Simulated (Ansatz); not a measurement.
# What NaVSe3 (model cell, started as cubic perovskite with V in the octahedra) distorts into

Which phase does NaVSe3 (model cell, started as cubic perovskite with V in the octahedra) fall into along its unstable mode, and how much energy does it gain?

Calculated with Ansatz 0.2.0; DFT PBE, scalar-relativistic, plane waves, PAW.

The structure was built from a prototype and need not be the compound's stable phase.

**1. The starting structure**

Symmetry: Pm-3m, No. 221, cubic system. Conventional cell: a = 4.899 Å, b = 4.899 Å, c = 4.899 Å, α = 90.00°, β = 90.00°, γ = 90.00°. Na has 12 Se at 3.46 Å nearest. Nearest to V lie 6 Se at 2.45 Å. Se has 2 V at 2.45 Å and 4 Na at 3.46 Å nearest. Farther neighbours and most contacts between anions are not listed.

**2. Response at finite wavevector**

The cell comes from relaxations at this level that are not shown. Stability and thermal properties need the whole zone. Linear response on a 2×2×2 q mesh gives force constants as far as a supercell of that size would.

Input file input.yaml:

```yaml
crystal:
  lattice:
    - [4.8990130555, 0.0, 0.0]
    - [0.0, 4.8990130555, 0.0]
    - [0.0, 0.0, 4.8990130555]
  atoms:
    - { symbol: Na, position: [0.0, 0.0, 0.0] }
    - { symbol: V, position: [0.5, 0.5, 0.5] }
    - { symbol: Se, position: [0.5, 0.5, 0.0] }
    - { symbol: Se, position: [0.5, 0.0, 0.5] }
    - { symbol: Se, position: [0.0, 0.5, 0.5] }
kpoints:
  mp_grid: { grid: [6, 6, 6] }
hamiltonian:
  xc: pbe
scf:
  occupations: { method: methfessel_paxton, width: 0.15 }
output:
  eigenvalues: true
phonons:
  method: dfpt
  qmesh: [2, 2, 2]
  temperatures: { t_max: 1000, t_step: 50 }
  qpath:
    path:
      - [[0.0, 0.0, 0.0], [0.0, 0.5, 0.0], [0.5, 0.5, 0.0], [0.0, 0.0, 0.0], [0.5, 0.5, 0.5], [0.0, 0.5, 0.0]]
      - [[0.5, 0.5, 0.5], [0.5, 0.5, 0.0]]
    npoints: 10
```

Run with:

```bash
> ansatz run input.yaml --threads 8 --pin off --max-ram 14336MiB --backend cpu --events-out ev --progress --plain --runs-dir out
```

Numbers of over 12 decimals in the logs are rounded to 6 here.

The program printed:

```text
Engine: ansatz 0.2.0, aarch64-unknown-linux-gnu
Pseudopotentials: kind: paw
Pseudopotential: Na, paw, valence charge 9, recommended cutoff 420 eV (normal), Na.paw.azcp
Pseudopotential: V, paw, valence charge 13, recommended cutoff 420 eV (normal), V.paw.azcp
Pseudopotential: Se, paw, valence charge 16, recommended cutoff 420 eV (normal), Se.paw.azcp
Functional definition: PBE
  parameter kappa = 0.804
  parameter beta = 0.066725
  exchange = pbe_x(kappa = kappa, mu = beta*pi^2/3)
  correlation = pbe_c(beta = beta)
Crystal: 5 atoms, lattice volume = 117.578 Å³
Basis set: ecut = 420 eV, 2325 PW (Γ), exchange–correlation on 72×72×72 points (8 copies of the dense FFT grid, shifted against one another)
Bands: 42, of which v1, the nominal top of the filled ones, is band 35 counted from 1 (34 counted from 0)
Symmetry: 48 space group operations
k-points: 20 of 216
Non-local potential: Na, projectors of the file, l = 0: 3, l = 1: 2, l = 2: 1
Non-local potential: V, projectors of the file, l = 0: 3, l = 1: 2, l = 2: 3, l = 3: 1
Non-local potential: Se, projectors of the file, l = 0: 2, l = 1: 2, l = 2: 3, l = 3: 1
PAW form: soft (Blöchl's): semilocal exchange-correlation on the pseudo side does not see the compensation charge
PAW one-centre angular grid: Na, 110 points (default); XC on 64 Gauss nodes
PAW one-centre angular grid: V, 590 points (default); XC on 64 Gauss nodes
PAW one-centre angular grid: Se, 590 points (default); XC on 64 Gauss nodes
Initial density: superposition of atomic densities (neutral atoms: chi_scale 0, normalization atom), corrected by the library's trained network
Initial wavefunctions: pseudopotential atomic-orbital guess
Functional: x = pbe(κ = 0.804, μ = 0.219515), c = pbe(β = 0.066725)
SCF iter   1: F=—  HF=-20808.359878 eV  |F-HF|=—  |Δ(HF+E_count)|=         —  Δρ=5.90e-3  dr2=7.25e-2  ethr=1.77e-3  ⟨swp⟩=5.7  Hψ=2921  notcnv=0
preconditioner: auto → LDOS  [metal: Δε(μ)=0.007 eV  Ē_g=7.420 eV  σ=0.150 eV  W_gap=0.04  n_scr=26 (ndim 8)  ℏωp=16.8 eV  f_vac=0.121  D(μ)=7.97/eV (n_scr^D=80)  β→1.0]
SCF iter   2: F=—  HF=-20808.357994 eV  |F-HF|=—  |Δ(HF+E_count)|=   1.88e-3  S|Δr|=    0.00e0  Δρ=1.95e-3  dr2=5.30e-3  ethr=1.04e-4  ⟨swp⟩=1.1  Hψ=1003  notcnv=0
SCF iter   3: F=—  HF=-20808.358125 eV  |F-HF|=—  |Δ(HF+E_count)|=   1.31e-4  S|Δr|=    0.00e0  Δρ=8.55e-4  dr2=7.70e-4  ethr=7.57e-6  ⟨swp⟩=2.0  Hψ=1139  notcnv=0
SCF iter   4: F=—  HF=-20808.358057 eV  |F-HF|=—  |Δ(HF+E_count)|=   6.80e-5  S|Δr|=    0.00e0  Δρ=1.27e-4  dr2=2.42e-5  ethr=1.10e-6  ⟨swp⟩=1.5  Hψ=856  notcnv=0
SCF iter   5: F=—  HF=-20808.358059 eV  |F-HF|=—  |Δ(HF+E_count)|=   1.84e-6  S|Δr|=    0.00e0  Δρ=4.98e-5  dr2=4.68e-6  ethr=3.46e-8  ⟨swp⟩=2.0  Hψ=1160  notcnv=0
SCF iter   6: F=—  HF=-20808.358061 eV  |F-HF|=—  |Δ(HF+E_count)|=   2.66e-6  S|Δr|=    0.00e0  Δρ=1.55e-5  dr2=5.92e-7  ethr=6.68e-9  ⟨swp⟩=2.1  Hψ=1476  notcnv=0
SCF iter   7: F=—  HF=-20808.358061 eV  |F-HF|=—  |Δ(HF+E_count)|=   1.02e-7  S|Δr|=    0.00e0  Δρ=3.23e-6  dr2=1.25e-8  ethr=8.45e-10  ⟨swp⟩=2.2  Hψ=1549  notcnv=0
SCF iter   8: F=—  HF=-20808.358061 eV  |F-HF|=—  |Δ(HF+E_count)|=   2.41e-9  S|Δr|=    0.00e0  Δρ=3.46e-6  dr2=2.08e-8  ethr=1.79e-11  ⟨swp⟩=2.0  Hψ=1089  notcnv=0
SCF iter   9: F=—  HF=-20808.358061 eV  |F-HF|=—  |Δ(HF+E_count)|=  9.02e-10  S|Δr|=    0.00e0  Δρ=3.43e-7  dr2=2.28e-10  ethr=1.79e-11  ⟨swp⟩=1.3  Hψ=846  notcnv=0
SCF iter  10: F=-20808.358061 eV  HF=-20808.358061 eV  |F-HF|=7.28e-12  |Δ(HF+E_count)|=    0.00e0  S|Δr|=    0.00e0  Δρ=1.40e-8  dr2=1.57e-13  ethr=1.00e-12  ⟨swp⟩=4.5  Hψ=3588  notcnv=0
SCF 1 converged in 10 iterations: F = -20808.358061 eV  dr2 = 1.57e-13
  greatest PAW one-centre occupation: 1.000 electrons in one spin orbital (limit 2), on the Se atom at site 2 (counted from 0), in its partial waves of l = 2
Initial density: read from a saved state, or passed on in memory by an earlier SCF of this step, an earlier step, the calling program or the single point that the run made first
iter 1 solved again at ethr=2.65e-7 eV; its pass at ethr=3.10e-3 eV (dr2=1.86e-4 eV) is discarded
SCF iter   1: F=—  HF=-20808.358066 eV  |F-HF|=—  |Δ(HF+E_count)|=         —  Δρ=5.83e-7  dr2=1.49e-10  ethr=2.65e-7  ⟨swp⟩=3.0  Hψ=4745  notcnv=0
eigensolver tolerance schedule: the retry pair's looser diagonalisation over-reported the residual by 1244441.38 of it (diagonalisation noise at an unbounded share of the residual, at the tolerance the schedule requests for it); recorded, not acted on — ethr = c·dr2/N_el stays at c = 1.0e-1
preconditioner: auto → LDOS  [metal: Δε(μ)=0.005 eV  Ē_g=7.409 eV  σ=0.150 eV  W_gap=0.03  n_scr=26 (ndim 8)  ℏωp=16.8 eV  f_vac=0.119  D(μ)=8.37/eV (n_scr^D=80)  β→1.0]
SCF iter   2: F=—  HF=-20808.358061 eV  |F-HF|=—  |Δ(HF+E_count)|=   4.23e-6  S|Δr|=    0.00e0  Δρ=5.90e-7  dr2=1.61e-10  ethr=1.00e-12  ⟨swp⟩=3.8  Hψ=2293  notcnv=0
SCF iter   3: F=—  HF=-20808.358061 eV  |F-HF|=—  |Δ(HF+E_count)|=  4.73e-11  S|Δr|=    0.00e0  Δρ=3.08e-7  dr2=3.72e-11  ethr=1.00e-12  ⟨swp⟩=2.0  Hψ=1483  notcnv=0
SCF iter   4: F=—  HF=-20808.358061 eV  |F-HF|=—  |Δ(HF+E_count)|=    0.00e0  S|Δr|=    0.00e0  Δρ=2.27e-7  dr2=2.10e-11  ethr=1.00e-12  ⟨swp⟩=1.0  Hψ=840  notcnv=0
SCF iter   5: F=-20808.358061 eV  HF=-20808.358061 eV  |F-HF|=7.28e-12  |Δ(HF+E_count)|=  3.64e-12  S|Δr|=    0.00e0  Δρ=1.30e-7  dr2=7.31e-12  ethr=1.00e-12  ⟨swp⟩=1.2  Hψ=1790  notcnv=0
SCF 2 converged in 5 iterations: F = -20808.358061 eV  dr2 = 7.31e-12
  greatest PAW one-centre occupation: 1.000 electrons in one spin orbital (limit 2), on the Se atom at site 4 (counted from 0), in its partial waves of l = 2
phonons: the bands overlap, so this run is a metal and interpolates without the dipole-dipole term. If the crystal is really an insulator or semiconductor, its LO-TO splitting is missing
NSCF: frozen V_eff on 20 k-points
WARN: eigensolver did not converge in 2 slots of this pass, the one above among them; of largest residual over every band (k=4): 1 band(s) unlocked (lowest unlocked band 41, counted from 0; max residual 2.67e-4 eV among the unlocked bands, 2.67e-4 eV over every band); of lowest unlocked band (k=4): band 41
NSCF: frozen V_eff on 64 k-points
DFPT response loops at q = (0, 0, 0) (fractional): preconditioner auto → Kerker (q_TF=auto, 2.502 Å⁻¹) (partly filled bands, converged f_vac=0.119); β = 1.00, the filter's whole step (`scf.mixing.beta` (0.50) is not read by the response loops under this deck's `scf.mixing.preconditioner`; to damp them name `kerker` or `kerker_dos`, under which they read `scf.mixing.beta`, and type it under 1.00, their step now; both keys bind the ground state too); Broyden in place of MSR1
NSCF: frozen V_eff on 128 k-points
DFPT response loops at q = (0, 0, -0.5) (fractional): mixed as the last ones told, above
NSCF: frozen V_eff on 128 k-points
DFPT response loops at q = (0, -0.5, -0.5) (fractional): mixed as the last ones told, above
NSCF: frozen V_eff on 128 k-points
DFPT response loops at q = (-0.5, -0.5, -0.5) (fractional): mixed as the last ones told, above
SCF converged after 10 iterations
Stability not checked: this state was not tested for a lower state beside it, because cold or Methfessel-Paxton smearing, or corrected tetrahedra, fill the levels in a way that the test cannot read (fill_not_monotonic; see scf.lower_state_search)
Free energy (F): -20808.358061 eV
Harris-Foulkes:  -20808.358061 eV  (|F-HF|=7.28e-12)
Internal energy: -20808.341253 eV  (E = F + TS)
E sigma→0 (E₀):  -20808.353859 eV
Entropy (-TS):   -0.016808 eV (-3.362 meV/atom)
Fermi energy:    7.540076 eV
Step filling:    the computed levels leave a gap of 0.0032 eV = 0.0 smearing widths at the electron count; against every level under it full and every level over it empty, smearing changes F+E_penalty+E_count by -11.479 meV and its σ→0 estimate by -7.277 meV
--- Per-component energies (eV) ---
  E_band       = -1637.040991
  E_kinetic    = 811.806228
  E_local      = -10477.733814  (includes V_loc(G=0)·N_el)
  E_nonlocal   = -1718.919403
  E_hartree    = 4918.267677
  E_xc         = -481.589583
  E_vxc        = -509.343876  (∫ρ·V_xc dr)
  E_paw        = -7108.908111  (= ΣΔE_a)
  E_vpaw       = 420.616005  (= ΣTr[D̂ρ^β])
  E_aug_tail   = -0.001485  (compensation charges beyond the density's cutoff)
  E_ewald      = -6751.262762
  E_smearing   = -0.016808  (= −TS)
  E_closure    = -0.000000  (closes the sum)
  Σ components = -20808.358061   (vs F -20808.358061, Δ=0.00e0)
--- Band table (eV; the first three rows and the last of 20) ---
  k-point 0: bands = [... 31 lower, 6.4845, 6.6704, 6.6704, 6.6704, 7.3001, 7.3001, 7.3001, 7.7458, ... 3 higher]
  k-point 1: bands = [... 31 lower, 6.2824, 6.3174, 6.6768, 6.9563, 6.9563, 7.6627, 7.6627, 7.7518, ... 3 higher]
  k-point 2: bands = [... 31 lower, 5.2188, 6.0232, 6.6896, 7.0219, 7.0219, 7.7597, 8.1725, 8.1725, ... 3 higher]
  k-point 19: bands = [... 31 lower, 3.7513, 8.0645, 8.0645, 8.0645, 8.1941, 8.1941, 8.1941, 9.7299, ... 3 higher]
--- Phonons (Γ-DFPT): 4 representative perturbations + reference (Σ response iterations 12) ---
  ASR residual: 3.770e-5 → 0.000e0 eV/Å²; symmetrization residual: 6.735e-6 eV/Å²
  ASR residual per site (eV/Å²): 3.77e-5 9.28e-6 1.64e-5 1.64e-5 1.64e-5
  Γ frequencies (cm⁻¹): -143.71 -143.71 -143.71 -26.97 -26.97 -26.97 0.00 0.00 0.00 34.50 34.50 34.50 198.53 198.53 198.53
--- Phonons (arbitrary-q DFPT): 4 irreducible q on the 2×2×2 mesh ---
  q = [0.0000, 0.0000, 0.0000] (star 1, of the zone-centre solve; hermiticity 1.65e-6, symmetrization 1.32e-11): -143.71 -143.71 -143.71 -26.97 -26.97 -26.97 -0.00 0.00 0.00 34.50 34.50 34.50 198.53 198.53 198.53
  q = [0.0000, 0.0000, -0.5000] (star 3, 9 solved perturbations in 504 linear systems a pass and spin channel, the states on 64 of 216 k-point pairs; hermiticity 7.55e-7, symmetrization 2.91e-12): -128.80 -128.80 -11.34 -11.34 31.97 33.17 33.17 40.44 45.11 77.75 77.75 110.09 190.09 190.09 204.56
  q = [0.0000, -0.5000, -0.5000] (star 3, 9 solved perturbations in 504 linear systems a pass and spin channel, the states on 64 of 216 k-point pairs; hermiticity 7.03e-7, symmetrization 2.96e-12): -107.17 -69.47 -61.59 -50.03 -50.03 33.61 45.83 45.83 78.09 78.09 120.90 129.73 129.73 180.91 227.83
  q = [-0.5000, -0.5000, -0.5000] (star 1, 4 solved perturbations in 184 linear systems a pass and spin channel, the states on 64 of 216 k-point pairs; hermiticity 2.88e-7, symmetrization 1.14e-11): -146.43 -146.43 -60.73 -60.73 -60.73 39.29 39.29 39.29 117.06 117.06 117.06 122.19 122.19 122.19 249.25
  sum rule: each row above includes the acoustic sum rule's correction from the zone centre's row sums; it moved no ω² by more than (0.67 cm⁻¹)²
  mesh force constants: q→R imaginary residual 3.98e-18; ASR residual 3.770e-5 → 0.000e0 eV/Å²; symmetrization residual 9.770e-15 eV/Å²
  interpolated dispersion: 62 rows × 15 modes
  density of states and harmonic sums: on the 14×14×14 q-mesh, interpolated from the force constants of a 2×2×2 supercell (no non-analytic term)
  largest difference from the sums on the solved wave vectors: F 5.02e-2 eV, S 7.97e-5 and C_V 2.92e-5 eV/K
  zero-point energy: 0.060153 eV/cell   skipped modes (ω ≤ 0): 655, of them read as no rigid motion or as one in doubt: 652 (5.464e0 modes/cell left out, lowest -146.43 cm⁻¹)   left out of the sums: 3.64e-1 of the cell's modes: C_V's classical limit lies that fraction below 3 k_B per atom; for a crystal, a wire or a layer, F and S can be off by more, and a phonons.interpolated_qmesh denser along its periods is the remedy for the sampling
```

Elapsed: 6.6 min, on 8 threads of Arm Neoverse N1, shared host; peak memory 1.4 GiB.

This run has no spin polarisation, although V can carry a moment.

This step gave:

- volume per atom: 23.52 Å³
- gap on the k-mesh: 0 eV
- sum-rule residual before enforcement: 3.77e-5 eV/Å²
- lowest frequency on the path: -146.4 cm⁻¹
- point group: m-3m
- highest frequency on the path or at a solved wavevector: 249.6 cm⁻¹
- highest optical mode at the zone centre (no LO-TO term): 198.5 cm⁻¹
- lowest optical zone-centre mode: -143.7 cm⁻¹
- lowest mode on the q mesh (acoustic modes at Γ apart): -146.4 cm⁻¹

Frequencies (cm⁻¹) solved at each irreducible wavevector; negative means imaginary. Frequencies by wavevector, by row:

```tsv
q in reciprocal lattice units	star	mode 1	mode 2	mode 3	mode 4	mode 13	mode 14	mode 15
0 0 0	1	-143.7	-143.7	-143.7	-27	198.5	198.5	198.5
0 0 -0.5	3	-128.8	-128.8	-11.3	-11.3	190.1	190.1	204.6
0 -0.5 -0.5	3	-107.2	-69.5	-61.6	-50	129.7	180.9	227.8
-0.5 -0.5 -0.5	1	-146.4	-146.4	-60.7	-60.7	122.2	122.2	249.2
```

Interpolated from a 2×2×2 q mesh. The phonon branches at the labelled points (cm⁻¹):

```tsv
point	branch 1	branch 2	branch 3	branch 4	branch 12	branch 13	branch 14	branch 15
Γ	-144	-144	-144	-27	34	198	198	198
halfway	-136	-136	-90	-14	73	195	195	201
X	-129	-129	-11	-11	110	190	190	205
halfway	-117	-84	-45	-39	122	128	186	226
M	-107	-70	-62	-50	130	130	181	228
halfway	-126	-88	-85	-43	96	158	191	220
Γ	-144	-144	-144	-27	34	198	198	198
halfway	-77	-77	-77	-49	105	146	146	238
R	-146	-146	-61	-61	122	122	122	249
halfway	-80	-66	-56	-46	116	125	129	244
X	-129	-129	-11	-11	110	190	190	205
jump to R	-146	-146	-61	-61	122	122	122	249
halfway	-115	-81	-61	-43	122	126	126	248
M	-107	-70	-62	-50	130	130	181	228
```

Symmetry leaves 4 wavevectors to solve. The lowest mode among them, the acoustic zeros apart, lies at q = (-0.5, -0.5, -0.5) and is imaginary, 146.4i cm⁻¹, so the energy falls along it.

**3. The mode frozen in, largest atomic shift 0 Å**

The mode followed lies at q = (0, 0, -0.5) with frequency 128.8i cm⁻¹ and is 2-fold degenerate, one of the unstable modes though not the softest. At small amplitude the distorted cell has space group no. 63 by a symmetry search on the positions. The undistorted cell that holds it gives the zero of energy on the same k mesh.

System of this step: NaVSe3 (model cell, started as cubic perovskite with V in the octahedra). The structure is cubic, space group Pm-3m (No. 221). Conventional cell: a = 4.899 Å, b = 4.899 Å, c = 4.899 Å, α = 90.00°, β = 90.00°, γ = 90.00°. Nearest to Na lie 12 Se at 3.46 Å. Nearest to V lie 6 Se at 2.45 Å. Nearest to Se lie 2 V at 2.45 Å and 4 Na at 3.46 Å. Nearest to Se lie 2 V at 2.45 Å and 4 Na at 3.46 Å. Farther neighbours and most contacts between anions are not listed.

Input file input.yaml:

```yaml
crystal:
  lattice:
    - [4.8990130555, 0.0, 0.0]
    - [0.0, 4.8990130555, 0.0]
    - [0.0, 0.0, 9.798026111]
  atoms:
    - { symbol: Na, position: [0.0, 0.0, 0.0] }
    - { symbol: Na, position: [0.0, 0.0, 0.5] }
    - { symbol: V, position: [0.5, 0.5, 0.25] }
    - { symbol: V, position: [0.5, 0.5, 0.75] }
    - { symbol: Se, position: [0.5, 0.5, 0.5] }
    - { symbol: Se, position: [0.5, 0.5, 0.0] }
    - { symbol: Se, position: [0.5, 0.0, 0.25] }
    - { symbol: Se, position: [0.5, 0.0, 0.75] }
    - { symbol: Se, position: [0.0, 0.5, 0.25] }
    - { symbol: Se, position: [0.0, 0.5, 0.75] }
kpoints:
  mp_grid: { grid: [6, 6, 4] }
hamiltonian:
  xc: pbe
scf:
  occupations: { method: methfessel_paxton, width: 0.15 }
output:
  forces: true
  stress: true
  eigenvalues: true
```

The program printed:

```text
[...]
Crystal: 10 atoms, lattice volume = 235.156 Å³
Basis set: ecut = 420 eV, 4597 PW (Γ), exchange–correlation on 72×72×144 points (8 copies of the dense FFT grid, shifted against one another)
Bands: 84, of which v1, the nominal top of the filled ones, is band 70 counted from 1 (69 counted from 0)
Symmetry: 32 space group operations
[...]
k-points: 30 of 144
[...]
k-point 0: bands = [... 66 lower, 6.6848, 6.6848, 6.7040, 7.0434, 7.0434, 7.3012, 7.3021, 7.3021, ... 10 higher]
  k-point 1: bands = [... 66 lower, 6.6821, 6.7002, 6.9234, 6.9234, 7.0334, 7.0334, 7.5272, 7.5272, ... 10 higher]
  k-point 2: bands = [... 66 lower, 6.6911, 6.6911, 7.0028, 7.0028, 7.0028, 7.0028, 7.7636, 7.7636, ... 10 higher]
  k-point 29: bands = [... 66 lower, 6.9894, 6.9894, 8.0475, 8.0475, 8.1459, 8.1459, 8.2848, 8.2848, ... 10 higher]
[key lines of the parts left out:]
SCF converged after 7 iterations
Free energy (F): -41616.760032 eV
Fermi energy:    7.541449 eV
P = ⅓ Tr σ = -0.0472 GPa (-0.472 kbar)
```

Elapsed: 7 s, on 8 threads; peak memory 1.3 GiB; 52 s of CPU time.

This step gave:

```
pressure                         : -0.04725 GPa
energy from the undistorted cell : 0 meV/atom
```

The run ends at a pressure of -0.05 GPa.

**4. The mode frozen in, largest atomic shift 0.32 Å**

The atoms are moved along the unstable eigenvector, the largest shift by 0.32 Å, with the cell fixed.

input.yaml, the sections that differ from step 3:

```yaml
crystal:
  lattice:
    - [4.8990130555, 0.0, 0.0]
    - [0.0, 4.8990130555, 0.0]
    - [0.0, 0.0, 9.798026111]
  atoms:
    - { symbol: Na, position: [0.0, 0.0, 0.0] }
    - { symbol: Na, position: [0.0, 0.0, 0.5] }
    - { symbol: V, position: [0.453812295, 0.546187705, 0.25] }
    - { symbol: V, position: [0.546187705, 0.453812295, 0.75] }
    - { symbol: Se, position: [0.5, 0.5, 0.5] }
    - { symbol: Se, position: [0.5, 0.5, 0.0] }
    - { symbol: Se, position: [0.5182067413, 0.0050698796, 0.25] }
    - { symbol: Se, position: [0.4817932587, -0.0050698796, 0.75] }
    - { symbol: Se, position: [-0.0050698796, 0.4817932587, 0.25] }
    - { symbol: Se, position: [0.0050698796, 0.5182067413, 0.75] }
# kpoints, hamiltonian, scf, output: as in step 3
```

The program printed:

```text
[...]
Crystal: 10 atoms, lattice volume = 235.156 Å³
Basis set: ecut = 420 eV, 4597 PW (Γ), exchange–correlation on 72×72×144 points (8 copies of the dense FFT grid, shifted against one another)
Bands: 84, of which v1, the nominal top of the filled ones, is band 70 counted from 1 (69 counted from 0)
Symmetry: 8 space group operations
[...]
k-points: 39 of 144
[...]
k-point 0: bands = [... 66 lower, 6.3725, 6.6328, 6.8412, 6.8816, 6.9258, 7.1604, 7.7965, 8.2010, ... 10 higher]
  k-point 1: bands = [... 66 lower, 6.2787, 6.3315, 6.3359, 6.5271, 7.4293, 7.5986, 8.1692, 8.1918, ... 10 higher]
  k-point 2: bands = [... 66 lower, 6.1520, 6.1520, 6.3557, 6.3557, 7.9460, 7.9460, 8.0821, 8.0821, ... 10 higher]
  k-point 38: bands = [... 66 lower, 7.0479, 7.0479, 7.9536, 7.9536, 8.0153, 8.0153, 8.2022, 8.2022, ... 10 higher]
[key lines of the parts left out:]
SCF converged after 7 iterations
Free energy (F): -41617.039246 eV
Fermi energy:    7.575165 eV
P = ⅓ Tr σ = 1.1086 GPa (11.086 kbar)
```

It took 9.5 s on 8 threads; peak memory 1.4 GiB.

This step gave:

```yaml
pressure: 1.109 GPa
energy_from_the_undistorted_cell: -28.41 meV/atom
```

The energy, extrapolated to zero smearing, is -28.41 meV/atom against the undistorted cell.

The run ends at a pressure of 1.11 GPa, with forces up to 0.38 eV/Å.

**5. Energy along the mode, all amplitudes (two of the runs are shown above)**

An imaginary frequency means negative curvature, so the energy should fall and then rise again as anharmonic terms take over.

Numbers from this step:

```
depth at the lowest point sampled  : 28.41 meV/atom
largest atomic shift at that point : 0.32 Å
```

Energy from the parent against largest atomic shift:

```tsv
largest atomic shift (Å)	energy from the parent (meV/atom)
0.000	0
0.040	-0.622
0.080	-2.41
0.140	-7.18
0.220	-17.6
0.320	-28.4
0.450	-23.0
0.600	23.0
```

Displacement at unit largest shift by atom:

```tsv
atom	x (Å)	y (Å)	z (Å)	size
Na1	0.000	0.000	0.000	0.000
Na2	0.000	0.000	0.000	0.000
V3	-0.707	0.707	0.000	1.000
V4	0.707	-0.707	0.000	1.000
Se5	0.000	0.000	0.000	0.000
Se6	0.000	0.000	0.000	0.000
Se7	0.279	0.078	0.000	0.290
Se8	-0.279	-0.078	0.000	0.290
Se9	-0.078	-0.279	0.000	0.290
Se10	0.078	0.279	0.000	0.290
```

The lowest of the steps tried is at 0.32 Å, 28.4 meV/atom below the parent; the bottom of the well need not coincide with a step.

(Continued in part 2 of 3.)

[Logs are printed without paths, hosts, clocks, repeated set-up lines and the standing remarks that a program may print on its own settings, such as how far it seeks lower states.]

[Hosts, paths, dates, database ids (printed as entryN), source tags and the programs' standing remarks are cut or masked in the printed files.]
